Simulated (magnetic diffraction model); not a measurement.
## Solving a magnetic structure from powder neutron data: TbTiPd₂

Space group Pnma (no. 62), a = 7.3830 Å, b = 7.1290 Å, c = 5.5440 Å.

```
site  atom       x       y       z
  4c    Tb  0.0173     1/4  0.8494
  8d    Pd  0.8138  0.5589  0.5908
  4c    Ti  0.3770     1/4  0.1411
```

This is a made-up structure (elements placed in a structure type, unrelaxed), so the numbers test the method and describe no known phase.

Only Tb is taken to order (form factors of Tb3+); orders and moment sizes are assumed, and not adapted to the symmetry. Radiation: neutrons of λ = 2.52 Å, 5° to 65°; isotropic B of 0.29 Å² (Tb), 0.34 Å² (Pd) and 0.45 Å² (Ti). Simulated constant-wavelength pattern: nuclear and magnetic terms add, the magnetic one as |2.695 fm × Σ f S⊥ exp(2πi Q·r) exp(−B s²)|², summed over all Q at one angle with the factor 1/(sin²θ cos θ). For collinear order S is the moment m, which repeats by lattice and centring translations R with the sign exp(−2πi k·R). Free-ion form factors, Sears's scattering lengths of 1992, no absorption; a label names one of the reflections at its angle. The strongest nuclear line in the range is 100, and lines under 0.2 are left out.

Above the ordering temperature:

```tsv
2θ (°)	index	I
33.02	(1 0 1)	6.1
33.47	(0 1 1)	62.0
39.11	(1 1 1)	43.9
39.91	(2 0 0)	0.7
41.40	(0 2 0)	11.9
45.21	(2 1 0)	58.4
48.42	(2 0 1)	28.0
53.04	(2 1 1)	76.8
53.95	(1 2 1)	100.0
54.07	(0 0 2)	3.5
58.09	(1 0 2)	98.6
58.86	(2 2 0)	99.7
62.22	(1 1 2)	38.9
```

Below it (cell unchanged):

| 2θ (°) | I |
| --- | --- |
| 14.11 | 1001.4 |
| 29.94 | 330.9 |
| 31.43 | 37.5 |
| 32.34 | 40.7 |
| 33.02 | 6.1 |
| 33.47 | 62.0 |
| 39.11 | 43.9 |
| 39.91 | 0.7 |
| 41.40 | 11.9 |
| 41.41 | 185.9 |
| 42.14 | 181.5 |
| 43.25 | 94.6 |
| 45.21 | 58.4 |
| 48.42 | 28.0 |
| 51.31 | 39.4 |
| 51.66 | 43.0 |
| 53.04 | 76.8 |
| 53.49 | 42.7 |
| 53.95 | 100.0 |
| 54.07 | 3.5 |
| 56.18 | 109.1 |
| 58.09 | 98.6 |
| 58.86 | 99.7 |
| 58.87 | 45.3 |
| 60.31 | 5.1 |
| 60.55 | 43.2 |
| 61.41 | 4.4 |
| 62.22 | 38.9 |
| 63.89 | 64.7 |
| 64.43 | 63.4 |

**Question.** Find the propagation vector, then choose among these models:
A. collinear moments along [100], 8.3 μB on Tb; signs + at (0.0173, 1/4, 0.8494), + at (0.5173, 1/4, 0.6506), + at (0.9827, 3/4, 0.1506), + at (0.4827, 3/4, 0.3494)
B. collinear moments along [110], 8.3 μB on Tb; signs + at (0.0173, 1/4, 0.8494), + at (0.5173, 1/4, 0.6506), + at (0.9827, 3/4, 0.1506), + at (0.4827, 3/4, 0.3494)
C. collinear moments along [100], 8.3 μB on Tb; signs + at (0.0173, 1/4, 0.8494), − at (0.5173, 1/4, 0.6506), + at (0.9827, 3/4, 0.1506), − at (0.4827, 3/4, 0.3494)
D. collinear moments along [110], 8.3 μB on Tb; signs + at (0.0173, 1/4, 0.8494), − at (0.5173, 1/4, 0.6506), + at (0.9827, 3/4, 0.1506), − at (0.4827, 3/4, 0.3494)

The new lines index as (1/2 -1/2 0) at 14.11°, (1/2 1/2 1) at 29.94°, (3/2 1/2 0) at 31.43° and (1/2 3/2 0) at 32.34°, that is as H ± k with k = (1/2 1/2 0). Half indices mean that the moments reverse under translations with k·R a half-integer, and the magnetic cell has twice the primitive volume.

Magnetic intensity, observed (below minus above) and for each model:

| 2θ (°) | index | observed | A | B | C | D |
| --- | --- | --- | --- | --- | --- | --- |
| 14.11 | (1/2 1/2 0) | 1001.4 | 519.7 | 1001.4 | 519.7 | 4.2 |
| 29.94 | (1/2 -1/2 1) | 330.9 | 380.5 | 330.9 | 380.5 | 426.8 |
| 31.43 | (3/2 -1/2 0) | 37.5 | 20.5 | 37.5 | 20.5 | 150.1 |
| 32.34 | (1/2 -3/2 0) | 40.7 | 164.4 | 40.7 | 164.4 | 145.9 |
| 41.41 | (3/2 1/2 1) | 185.9 | 101.6 | 185.9 | 101.6 | 112.6 |
| 42.14 | (1/2 3/2 1) | 181.5 | 194.1 | 181.5 | 194.1 | 110.0 |
| 43.25 | (3/2 3/2 0) | 94.6 | 50.3 | 94.6 | 50.3 | 2.7 |
| 51.31 | (3/2 -3/2 1) | 39.4 | 86.8 | 39.4 | 86.8 | 130.9 |

Model B matches.

The structure used: k = (1/2 1/2 0), collinear moments along [110], 8.3 μB on Tb; signs + at (0.0173, 1/4, 0.8494), + at (0.5173, 1/4, 0.6506), + at (0.9827, 3/4, 0.1506), + at (0.4827, 3/4, 0.3494).

[Logs are printed without paths, hosts, clocks, repeated set-up lines and the standing remarks that a program may print on its own settings, such as how far it seeks lower states.]
